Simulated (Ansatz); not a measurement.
## Lattice dynamics of Li2BeSi2 (built on the sites of a database entry of SrSi2Ag2)

Aim: the vibrations of Li2BeSi2 (built on the sites of a database entry of SrSi2Ag2), their spectra, and whether the structure is stable.

Method: DFT PBEsol, scalar-relativistic, plane waves, PAW, in Ansatz 0.2.0.

Most raw output is cut from this account.

The structure was built from a prototype and need not be the compound's stable phase.

### Step 1. The starting structure

The structure is tetragonal, space group I4/mmm (No. 139). Conventional cell: a = 3.603 Å, b = 3.603 Å, c = 8.622 Å, α = 90.00°, β = 90.00°, γ = 90.00°. Nearest to Be lie 8 Si at 2.72 Å and 8 Li at 2.81 Å. Nearest to Si lie 1 Si at 1.91 Å and 4 Li at 2.16 Å and 4 Be at 2.72 Å. Nearest to Li lie 4 Si at 2.16 Å and 4 Li at 2.55 Å and 4 Be at 2.81 Å. Farther neighbours are not listed.

### Step 2. Rough relaxation

A rough relaxation comes first, because large forces or stress need no tight tolerances yet.

Input file input.yaml:

```yaml
crystal:
  lattice:
    - [-1.80166, 1.80166, 4.31082]
    - [1.80166, -1.80166, 4.31082]
    - [1.80166, 1.80166, -4.31082]
  atoms:
    - { symbol: Be, position: [0.0, 0.0, 0.0] }
    - { symbol: Si, position: [0.389, 0.389, 0.0] }
    - { symbol: Si, position: [0.611, 0.611, 0.0] }
    - { symbol: Li, position: [0.75, 0.25, 0.5] }
    - { symbol: Li, position: [0.25, 0.75, 0.5] }
kpoints:
  mp_grid: { grid: [8, 8, 8] }
hamiltonian:
  xc: pbesol
scf:
  occupations: { method: gaussian, width: 0.1 }
output:
  forces: true
  stress: true
  eigenvalues: true
relax:
  adjacent_minimum: "off"
  f_tol: 0.05
  max_steps: 80
  cell: { stress_tol: 0.5 }
```

Run with:

```console
ansatz run input.yaml --threads 8 --pin off --max-ram 14336MiB --backend cpu --events-out ev --progress --plain --runs-dir out
```

The job ended after 6.5 s (8 threads of Arm Neoverse V2, shared host; peak memory 0.49 GiB; 42 s of CPU time).

Relaxation path:

| step | energy less that of the first step (eV) | largest force component (eV/Å) | pressure (GPa) | volume (Å³) |
| --- | --- | --- | --- | --- |
| 1 | 0.0000 | 4.3169 | 35.34 | 55.97 |
| 2 | -1.1779 | 0.2755 | 21.02 | 60.15 |
| 3 | -1.9061 | 0.7072 | 13.51 | 63.98 |
| 4 | -2.4706 | 0.4780 | 8.96 | 66.70 |
| 5 | -2.9327 | 0.0853 | 5.60 | 68.75 |
| 6 | -3.2885 | 0.0885 | 3.20 | 69.79 |
| 7 | -3.5325 | 0.0260 | 1.57 | 69.95 |
| 8 | -3.6519 | 0.1241 | 0.50 | 69.64 |
| 9 | -3.6604 | 0.1290 | -0.05 | 69.43 |
| 10 | -3.6610 | 0.0105 | 0.04 | 69.52 |
| 11* | -3.7142 | 0.0789 | 0.50 | 69.52 |
| 12 | -3.7164 | 0.0042 | 0.15 | 69.84 |
| 13* | -3.7165 | 0.0041 | 0.15 | 69.84 |

Relaxation steps marked * repeat the geometry before them on a plane-wave basis chosen anew for their cell, so energy and pressure can jump there.

The run keeps the 16 symmetry operations that it works with, so distortions that break them were not tested.

| cell as run | before | after | change |
| --- | --- | --- | --- |
| a (Å) | 5.008 | 6.375 | +27.3 % |
| b (Å) | 5.008 | 6.375 | +27.3 % |
| c (Å) | 5.008 | 6.375 | +27.3 % |
| α (°) | 137.83 | 148.66 | +7.9 % |
| β (°) | 137.83 | 148.66 | +7.9 % |
| γ (°) | 61.17 | 44.91 | -26.6 % |
| volume (Å³/atom) | 11.19 | 13.97 | +24.8 % |

The atoms that moved most (Å, as changes of fractional coordinates times the final cell):

| atom | dx | dy | dz | length |
| --- | --- | --- | --- | --- |
| Si3 | 0.000 | 0.000 | -0.216 | 0.216 |
| Si2 | 0.000 | 0.000 | 0.216 | 0.216 |

This step gave:

* pressure: 0.1530 GPa
* volume per atom: 13.97 Å³
* gap on the k-mesh: 0 eV

In this step the volume went from 11.19 to 13.97 Å³/atom.

### Step 3. Relaxation

The cell and atoms are relaxed, since residual forces and stress would shift the frequencies.

Input file input.yaml:

```yaml
crystal:
  lattice:
    - [-1.7215205714, 1.7215205714, 5.8913702325]
    - [1.7215205714, -1.7215205714, 5.8913702325]
    - [1.7215205714, 1.7215205714, -5.8913702325]
  atoms:
    - { symbol: Be, position: [0.0, 0.0, 0.0] }
    - { symbol: Si, position: [0.4072955025, 0.4072955025, 0.0] }
    - { symbol: Si, position: [0.5927044975, 0.5927044975, 0.0] }
    - { symbol: Li, position: [0.75, 0.25, 0.5] }
    - { symbol: Li, position: [0.25, 0.75, 0.5] }
kpoints:
  mp_grid: { grid: [14, 14, 14] }
hamiltonian:
  xc: pbesol
scf:
  occupations: { method: gaussian, width: 0.1 }
output:
  forces: true
  stress: true
  eigenvalues: true
relax:
  adjacent_minimum: "off"
  f_tol: 0.005
  max_steps: 80
  cell: { stress_tol: 0.05 }
```

The job ended after 5.9 s (8 threads; peak memory 0.59 GiB).

Relaxation path:

| step | energy less that of the first step (eV) | largest force component (eV/Å) | pressure (GPa) | volume (Å³) |
| --- | --- | --- | --- | --- |
| 1 | 0.0000 | 0.2572 | 0.02 | 69.84 |
| 2 | -0.0025 | 0.0580 | 0.04 | 69.48 |
| 3 | -0.0026 | 0.0001 | 0.01 | 69.46 |
| 4* | -0.0026 | 0.0000 | 0.01 | 69.46 |

Relaxation steps marked * repeat the geometry before them on a plane-wave basis chosen anew for their cell, so energy and pressure can jump there.

The run keeps the 16 symmetry operations that it works with, so distortions that break them were not tested.

| conventional cell, symmetrised | before | after | change |
| --- | --- | --- | --- |
| a (Å) | 3.443 | 3.432 | -0.3 % |
| b (Å) | 3.443 | 3.432 | -0.3 % |
| c (Å) | 11.783 | 11.792 | +0.1 % |
| volume (Å³/atom) | 13.97 | 13.89 | -0.5 % |

The relaxed structure:

```xyz
5
Lattice="-1.7161 1.7161 5.8960 1.7161 -1.7161 5.8960 1.7161 1.7161 -5.8960" Properties=species:S:1:pos:R:3 pbc="T T T"
Be    0.0000    0.0000    0.0000
Si    0.0000    0.0000    4.7957
Si    0.0000    0.0000    6.9963
Li    0.0000    1.7161    2.9480
Li    1.7161    0.0000    2.9480
```

This step gave:

```yaml
pressure: 0.01265 GPa
volume_per_atom: 13.89 Å³
```

In this step the volume went from 13.97 to 13.89 Å³/atom.

### Step 4. Relaxing to small forces for the phonons

Phonons need a cell at rest on their own settings, so the relaxation is repeated with tight tolerances on forces and stress, using the mesh and the filling of the phonon run that follows.

Input file input.yaml:

```yaml
crystal:
  lattice:
    - [-1.7161214033, 1.7161214033, 5.8959966691]
    - [1.7161214033, -1.7161214033, 5.8959966691]
    - [1.7161214033, 1.7161214033, -5.8959966691]
  atoms:
    - { symbol: Be, position: [0.0, 0.0, 0.0] }
    - { symbol: Si, position: [0.4066875613, 0.4066875613, 0.0] }
    - { symbol: Si, position: [0.5933124387, 0.5933124387, 0.0] }
    - { symbol: Li, position: [0.75, 0.25, 0.5] }
    - { symbol: Li, position: [0.25, 0.75, 0.5] }
kpoints:
  mp_grid: { grid: [16, 16, 16] }
hamiltonian:
  xc: pbesol
scf:
  occupations: { method: methfessel_paxton, width: 0.2 }
output:
  forces: true
  stress: true
  eigenvalues: true
relax:
  adjacent_minimum: "off"
  f_tol: 0.001
  max_steps: 60
  cell: { stress_tol: 0.01 }
```

It took 9.9 s on 8 threads; peak memory 0.67 GiB.

Step by step:

| step | energy less that of the first step (eV) | largest force component (eV/Å) | pressure (GPa) | volume (Å³) |
| --- | --- | --- | --- | --- |
| 1 | 0.0000 | 0.1077 | 0.04 | 69.46 |
| 2 | -0.0005 | 0.0234 | -0.01 | 69.66 |
| 3 | -0.0005 | 0.0019 | -0.01 | 69.68 |
| 4 | -0.0005 | 0.0001 | 0.00 | 69.67 |
| 5* | -0.0005 | 0.0000 | 0.00 | 69.67 |

Relaxation steps marked * repeat the geometry before them on a plane-wave basis chosen anew for their cell, so energy and pressure can jump there.

Forces are held to the 16 operations that the run works with; a distortion that breaks them can't arise in this run.

| conventional cell, symmetrised | before | after | change |
| --- | --- | --- | --- |
| a (Å) | 3.432 | 3.438 | +0.2 % |
| b (Å) | 3.432 | 3.438 | +0.2 % |
| c (Å) | 11.792 | 11.786 | -0.1 % |
| volume (Å³/atom) | 13.89 | 13.93 | +0.3 % |

Final coordinates:

```xyz
5
Lattice="-1.7192 1.7192 5.8929 1.7192 -1.7192 5.8929 1.7192 1.7192 -5.8929" Properties=species:S:1:pos:R:3 pbc="T T T"
Be    0.0000    0.0000    0.0000
Si    0.0000    0.0000    4.7960
Si    0.0000    0.0000    6.9899
Li    0.0000    1.7192    2.9465
Li    1.7192    0.0000    2.9465
```

Numbers from this step:

```
pressure        : -7.75e-4 GPa
volume per atom : 13.93 Å³
```

The largest force component left is 0.043 meV/Å and the pressure is -0.001 GPa, within the tolerances set. The cell now holds 13.93 Å³/atom.

### Step 5. Linear response at the zone centre

The zone centre comes first: it holds the modes that light can see, as far as symmetry allows. No field response is asked, since the mesh shows no gap.

Input file input.yaml:

```yaml
crystal:
  lattice:
    - [-1.7192334977, 1.7192334977, 5.8929231129]
    - [1.7192334977, -1.7192334977, 5.8929231129]
    - [1.7192334977, 1.7192334977, -5.8929231129]
  atoms:
    - { symbol: Be, position: [0.0, 0.0, 0.0] }
    - { symbol: Si, position: [0.4069268842, 0.4069268842, 0.0] }
    - { symbol: Si, position: [0.5930731158, 0.5930731158, 0.0] }
    - { symbol: Li, position: [0.75, 0.25, 0.5] }
    - { symbol: Li, position: [0.25, 0.75, 0.5] }
kpoints:
  mp_grid: { grid: [16, 16, 16] }
hamiltonian:
  xc: pbesol
scf:
  occupations: { method: methfessel_paxton, width: 0.2 }
output:
  eigenvalues: true
phonons:
  method: dfpt
```

It took 59 s on 8 threads; peak memory 2.3 GiB.

Numbers from this step:

```yaml
sum_rule_residual_before_enforcement: 1.40e-5 eV/Å²
point_group: 4/mmm
highest_optical_mode_at_the_zone_centre_no_lo_to_term: 562.0 cm⁻¹
lowest_optical_zone_centre_mode: 98.22 cm⁻¹
```

Patterns of degenerate modes are one choice out of their space. The modes at Γ (shares of kinetic energy by element, %):

| mode | frequency (cm⁻¹) | symmetry | Be % | Si % | Li % |
| --- | --- | --- | --- | --- | --- |
| 1 | 0.0 | acoustic | 11 | 71 | 18 |
| 2 | 0.0 | acoustic | 11 | 71 | 18 |
| 3 | 0.0 | acoustic | 11 | 71 | 18 |
| 4 | 98.2 | Eg | 0 | 98 | 2 |
| 5 | 98.2 | Eg | 0 | 98 | 2 |
| 6 | 102.7 | A2u | 85 | 4 | 11 |
| 7 | 134.2 | Eu | 88 | 6 | 6 |
| 8 | 134.2 | Eu | 88 | 6 | 6 |
| 9 | 285.5 | Eu | 1 | 22 | 77 |
| 10 | 285.5 | Eu | 1 | 22 | 77 |
| 11 | 325.3 | B1g | 0 | 0 | 100 |
| 12 | 457.2 | A2u | 3 | 25 | 72 |
| 13 | 510.7 | Eg | 0 | 2 | 98 |
| 14 | 510.7 | Eg | 0 | 2 | 98 |
| 15 | 562.0 | A1g | 0 | 100 | 0 |

Displacements in mode 4 (98.2 cm⁻¹), the largest set to 1:
```
Be1  0.00  0.00  0.00
Si2 -0.12 -1.00  0.00
Si3  0.12  1.00  0.00
Li4  0.03 -0.25  0.00
Li5 -0.03  0.25  0.00
```

Displacements in mode 8 (134.2 cm⁻¹), the largest set to 1:
```
Be1  0.00  1.00  0.00
Si2  0.00 -0.11  0.00
Si3  0.00 -0.11  0.00
Li4  0.00 -0.21  0.00
Li5  0.00 -0.21  0.00
```

Before it was imposed, the acoustic sum rule was missed by 1.4e-5 eV/Å². Small misses are needed for a sound result but don't prove that mesh and cutoff are converged. The lowest optical mode is real, 98.2 cm⁻¹.

### Step 6. Response at finite wavevector

Stability and thermal properties need the whole zone. Linear response on a 2×2×2 q mesh gives force constants as far as a supercell of that size would.

input.yaml: that of step 5 with these lines changed.

```diff
@@ -21 +21,10 @@
   method: dfpt
+  qmesh: [2, 2, 2]
+  temperatures: { t_max: 1000, t_step: 50 }
+  qpath:
+    path:
+      - [[0.0, 0.0, 0.0], [0.0, 0.0, 0.5], [0.25, 0.25, 0.25], [0.0, 0.5, 0.0], [0.0, 0.0, 0.0], [0.5, 0.5, -0.5], [0.27127885, 0.72872115, -0.27127885]]
+      - [[-0.27127885, 0.27127885, 0.27127885], [0.0, 0.0, 0.0]]
+      - [[0.0, 0.0, 0.5], [-0.0425577, 0.0425577, 0.5]]
+      - [[0.5, 0.5, -0.0425577], [0.5, 0.5, -0.5]]
+    npoints: 10
```

Run time: 5.1 min. Hardware: 8 threads; peak memory 2.6 GiB; 39 min of CPU time.

Numbers from this step:

```yaml
sum_rule_residual_before_enforcement: 1.32e-5 eV/Å²
lowest_frequency_on_the_path: -143.7 cm⁻¹
highest_frequency_on_the_path_or_at_a_solved_wavevector: 599.0 cm⁻¹
lowest_mode_on_the_q_mesh_acoustic_modes_at_gamma_apart: -143.7 cm⁻¹
```

Frequencies (cm⁻¹) solved at each irreducible wavevector; negative means imaginary. Frequencies by wavevector, by row:

| q in reciprocal lattice units | star | mode 1 | mode 2 | mode 3 | mode 4 | mode 13 | mode 14 | mode 15 |
| --- | --- | --- | --- | --- | --- | --- | --- | --- |
| 0 0 0 | 1 | 0 | 0 | 0 | 98.2 | 510.7 | 510.7 | 562 |
| 0 0 -0.5 | 2 | -143.7 | -129.4 | -82.4 | 93.3 | 496.4 | 549.2 | 599 |
| 0 -0.5 0 | 4 | -106.3 | -96.9 | -65.5 | -56 | 408 | 419.3 | 563.4 |
| -0.5 -0.5 -0.5 | 1 | -64.8 | -64.8 | 87.4 | 87.4 | 513.7 | 513.7 | 595 |

Interpolated from a 2×2×2 q mesh, rough between the solved points. Phonon branches along the path, in cm⁻¹:

| point | branch 1 | branch 2 | branch 3 | branch 4 | branch 12 | branch 13 | branch 14 | branch 15 |
| --- | --- | --- | --- | --- | --- | --- | --- | --- |
| Γ | 0 | 0 | 0 | 98 | 457 | 511 | 511 | 562 |
| halfway | -117 | -91 | 32 | 47 | 414 | 425 | 530 | 564 |
| X | -144 | -129 | -82 | 93 | 389 | 496 | 549 | 599 |
| halfway | -142 | -133 | -65 | 81 | 386 | 496 | 550 | 599 |
| P | -139 | -139 | 37 | 37 | 380 | 496 | 551 | 598 |
| halfway | -128 | -106 | -61 | 54 | 394 | 480 | 513 | 580 |
| N | -106 | -97 | -66 | -56 | 406 | 408 | 419 | 563 |
| halfway | -60 | -60 | -25 | 42 | 433 | 482 | 482 | 563 |
| Γ | 0 | 0 | 0 | 98 | 457 | 511 | 511 | 562 |
| halfway | -47 | -47 | 91 | 91 | 414 | 512 | 512 | 581 |
| M | -65 | -65 | 87 | 87 | 351 | 514 | 514 | 595 |
| halfway | -68 | -8 | 52 | 75 | 357 | 485 | 490 | 586 |
| S | -108 | -93 | -68 | 34 | 404 | 414 | 425 | 566 |
| jump to S0 | -108 | -93 | -68 | 34 | 404 | 414 | 425 | 566 |
| halfway | -77 | -68 | -15 | -6 | 437 | 476 | 479 | 558 |
| Γ | 0 | 0 | 0 | 98 | 457 | 511 | 511 | 562 |
| jump to X | -144 | -129 | -82 | 93 | 389 | 496 | 549 | 599 |
| halfway | -143 | -129 | -82 | 92 | 389 | 497 | 548 | 599 |
| R | -142 | -128 | -80 | 89 | 388 | 497 | 545 | 598 |
| jump to G′ | -142 | -128 | -80 | 89 | 388 | 497 | 545 | 598 |
| halfway | -103 | -47 | -31 | 75 | 405 | 417 | 513 | 587 |
| M | -65 | -65 | 87 | 87 | 351 | 514 | 514 | 595 |

Tetrahedra on a 20×20×26 mesh, mean over bins of 10 cm-1. Interpolated from a 2×2×2 q mesh, rough between the solved points. Phonon density of states against wavenumber; read off at these points:

| wavenumber (cm⁻¹) | phonon density of states (1/cm⁻¹/cell) |
| --- | --- |
| -145 | 0.00149 |
| -115 | 0.0231 |
| -105 | 0.0289 |
| -95 | 0.0276 |
| -65 | 0.0288 |
| -45 | 0.0203 |
| -15 | 0.00719 |
| 15 | 0.00606 |
| 35 | 0.0104 |
| 65 | 0.0395 |
| 75 | 0.0535 |
| 85 | 0.0376 |
| 115 | 0.00336 |
| 135 | 0.0399 |
| 145 | 0.0709 |
| 165 | 0.0250 |
| 195 | 0.0170 |
| 215 | 0.0218 |
| 245 | 0.0154 |
| 265 | 0.0103 |
| 295 | 0.0116 |
| 325 | 0.0108 |
| 345 | 0.025 |
| 365 | 0.0397 |
| 375 | 0.0368 |
| 395 | 0.0248 |
| 425 | 0.0211 |
| 445 | 0.0152 |
| 475 | 0.0155 |
| 505 | 0.0225 |
| 525 | 0.00895 |
| 555 | 0.00227 |
| 565 | 0.0309 |
| 575 | 0.0291 |
| 605 | 0 |

The partial phonon density of states has structure finer than the step of the table below, so its rows give means over 25 cm⁻¹, whole bins alone (the curve runs from -153 to 627 cm⁻¹). Peaks (cm⁻¹: height): Be 82.2: 0.0139, 141.0: 0.0539; Li 366.8: 0.0357, 509.1: 0.0238, 582.7: 0.00605; Si -104.3: 0.0225, 72.3: 0.0366, 209.7: 0.0121, 568.0: 0.0252.

Phonopy on the run's constants, 17x17x21 mesh, Gaussian sigma 5.6 cm-1. Interpolated from a 2×2×2 q mesh, rough between the solved points. The partial phonon density of states by wavenumber; means over each step; values in 1/cm⁻¹/cell:

| wavenumber (cm⁻¹) | Be | Li | Si |
| --- | --- | --- | --- |
| -125 | 3.9e-4 | 0.00257 | 0.0178 |
| -100 | 0.00239 | 0.00253 | 0.0212 |
| -75 | 0.00387 | 0.00197 | 0.0172 |
| -50 | 0.00585 | 0.00167 | 0.0162 |
| -25 | 0.00281 | 8.2e-4 | 0.00788 |
| 0 | 9.2e-4 | 2.5e-4 | 0.00240 |
| 25 | 0.00291 | 5.8e-4 | 0.00626 |
| 50 | 0.00574 | 9.3e-4 | 0.0158 |
| 75 | 0.0112 | 0.00114 | 0.0307 |
| 100 | 0.00750 | 2.2e-4 | 0.00601 |
| 125 | 0.0215 | 7.5e-4 | 0.00306 |
| 150 | 0.0400 | 0.00103 | 0.00537 |
| 175 | 0.0129 | 0.00376 | 0.00516 |
| 200 | 8.9e-4 | 0.00660 | 0.0105 |
| 225 | 3.6e-4 | 0.00730 | 0.0104 |
| 250 | 1.3e-4 | 0.00805 | 0.00479 |
| 275 | 5.4e-5 | 0.0112 | 0.00145 |
| 300 | 2.9e-5 | 0.0102 | 0.00107 |
| 325 | 1.1e-5 | 0.0122 | 7.9e-4 |
| 350 | 1.0e-4 | 0.0283 | 0.00268 |
| 375 | 1.8e-4 | 0.0322 | 0.00449 |
| 400 | 9.3e-5 | 0.0204 | 0.00369 |
| 425 | 1.1e-4 | 0.0153 | 0.00269 |
| 450 | 6.7e-5 | 0.0131 | 0.00151 |
| 475 | 1.0e-5 | 0.0144 | 0.00185 |
| 500 | 1.0e-5 | 0.0203 | 0.00289 |
| 525 | 1.6e-6 | 0.0118 | 0.00106 |
| 550 | 2.7e-6 | 0.00333 | 0.00522 |
| 575 | 1.6e-5 | 0.00458 | 0.0223 |
| 600 | 3.0e-6 | 0.00232 | 0.00532 |

Symmetry leaves 4 wavevectors to solve. The lowest mode among them, the acoustic zeros apart, lies at q = (0, 0, -0.5) and is imaginary, 143.7i cm⁻¹, so the energy falls along it.

### Step 7. Isotope substitution, element Li, natural mass 6.94 amu

An isotope changes the mass and not the force constants, so no new electronic calculation is needed; the shifts show which modes move this element.

The same force constants with the mass of Li changed from 6.940 to 6.015 u (phonopy, no LO-TO term). Both lists are sorted by frequency; levels can cross, so a row need not hold one and the same mode. Modes under 3 cm⁻¹ are left out. Isotope shifts, by row, the first 40 of 57 rows:

| q | rank | natural mass (cm⁻¹) | changed mass (cm⁻¹) |
| --- | --- | --- | --- |
| 0 0 0 | 4 | 98.22 | 98.32 |
| 0 0 0 | 5 | 98.22 | 98.32 |
| 0 0 0 | 6 | 102.7 | 103.4 |
| 0 0 0 | 7 | 134.2 | 134.7 |
| 0 0 0 | 8 | 134.2 | 134.7 |
| 0 0 0 | 9 | 285.5 | 301.8 |
| 0 0 0 | 10 | 285.5 | 301.8 |
| 0 0 0 | 11 | 325.3 | 349.4 |
| 0 0 0 | 12 | 457.2 | 481.8 |
| 0 0 0 | 13 | 510.7 | 548 |
| 0 0 0 | 14 | 510.7 | 548 |
| 0 0 0 | 15 | 562 | 562 |
| 0 0 -0.5 | 1 | -143.7 | -144.5 |
| 0 0 -0.5 | 2 | -129.4 | -130.8 |
| 0 0 -0.5 | 3 | -82.37 | -82.37 |
| 0 0 -0.5 | 4 | 93.3 | 93.3 |
| 0 0 -0.5 | 5 | 111.2 | 111.2 |
| 0 0 -0.5 | 6 | 164.9 | 177.2 |
| 0 0 -0.5 | 7 | 174.2 | 179.4 |
| 0 0 -0.5 | 8 | 179.4 | 184.2 |
| 0 0 -0.5 | 9 | 184.2 | 187.1 |
| 0 0 -0.5 | 10 | 248.1 | 249 |
| 0 0 -0.5 | 11 | 368.4 | 393.6 |
| 0 0 -0.5 | 12 | 389.1 | 413.3 |
| 0 0 -0.5 | 13 | 496.4 | 513.4 |
| 0 0 -0.5 | 14 | 549.2 | 587.7 |
| 0 0 -0.5 | 15 | 599 | 622.2 |
| 0 -0.5 0 | 1 | -106.3 | -106.5 |
| 0 -0.5 0 | 2 | -96.86 | -97.06 |
| 0 -0.5 0 | 3 | -65.53 | -65.82 |
| 0 -0.5 0 | 4 | -56.03 | -56.61 |
| 0 -0.5 0 | 5 | 77.66 | 77.83 |
| 0 -0.5 0 | 6 | 121.3 | 121.4 |
| 0 -0.5 0 | 7 | 140.6 | 140.6 |
| 0 -0.5 0 | 8 | 196.7 | 198.2 |
| 0 -0.5 0 | 9 | 351.1 | 373.4 |
| 0 -0.5 0 | 10 | 393.6 | 420.8 |
| 0 -0.5 0 | 11 | 400.5 | 428.9 |
| 0 -0.5 0 | 12 | 406.2 | 435.4 |
| 0 -0.5 0 | 13 | 408 | 437.4 |

A mode of this element alone would shift by +7.41 %. The highest zone-centre frequency without the field goes from 562.0 to 562.0 cm⁻¹ (+0.0 %). The product of the frequency ratios over all optical modes at Γ is 1.482; the product rule, (m/m′)^(3k/2) (M′/M)^(3/2) with k = 2 such atoms and M the mass of the cell, gives 1.482.

### Step 8. Isotope substitution, element Si, natural mass 28.085 amu

The same for Si, from 28.09 to 29.97 u.

A mode of this element alone would shift by -3.20 %. The highest zone-centre frequency without the field goes from 562.0 to 544.0 cm⁻¹ (-3.2 %). The product of the frequency ratios over all optical modes at Γ is 0.882; the product rule, (m/m′)^(3k/2) (M′/M)^(3/2) with k = 2 such atoms and M the mass of the cell, gives 0.882.

### Step 9. Summary of results

```
space group after relaxation (within 0.01 Å)            : I4/mmm
volume per atom                                         : 13.9 Å³
electronic character                                    : no gap on this mesh
highest optical mode at the zone centre (no LO-TO term) : 562 cm⁻¹
lowest optical zone-centre mode                         : 98.2 cm⁻¹
lowest mode on the q mesh (acoustic modes at Γ apart)   : -144 cm⁻¹
highest frequency on the path or at a solved wavevector : 599 cm⁻¹
imaginary modes on the 2×2×2 q mesh                     : yes
```

In words: Modes are clearly imaginary (beyond 10i cm⁻¹) at 3 of the 4 irreducible wavevectors, most at q = (0, 0, -0.5) (143.7i cm⁻¹), so this structure is not a minimum of the energy. The optical modes at Γ span 98 to 562 cm⁻¹. The highest mode in this list at Γ, 562.0 cm⁻¹, is mostly motion of Si (100 % of the kinetic energy). The q mesh stands for a supercell only 6.9 Å across, so branches between the solved wavevectors are rough. With no gap, or one that is small against the smearing, the frequencies hang on the k mesh and the smearing, most of all near Kohn anomalies. A phonon run warned that its eigensolver left some bands unconverged in a pass. The starting cell was built on a prototype and not taken from a measurement, so the phase need not exist. These are harmonic frequencies at zero temperature: anharmonic shifts, linewidths and thermal expansion are left out.

[Logs are printed without paths, hosts, clocks, repeated set-up lines and the standing remarks that a program may print on its own settings, such as how far it seeks lower states.]

[Hosts, paths, dates, database ids (printed as entryN), source tags and the programs' standing remarks are cut or masked in the printed files.]
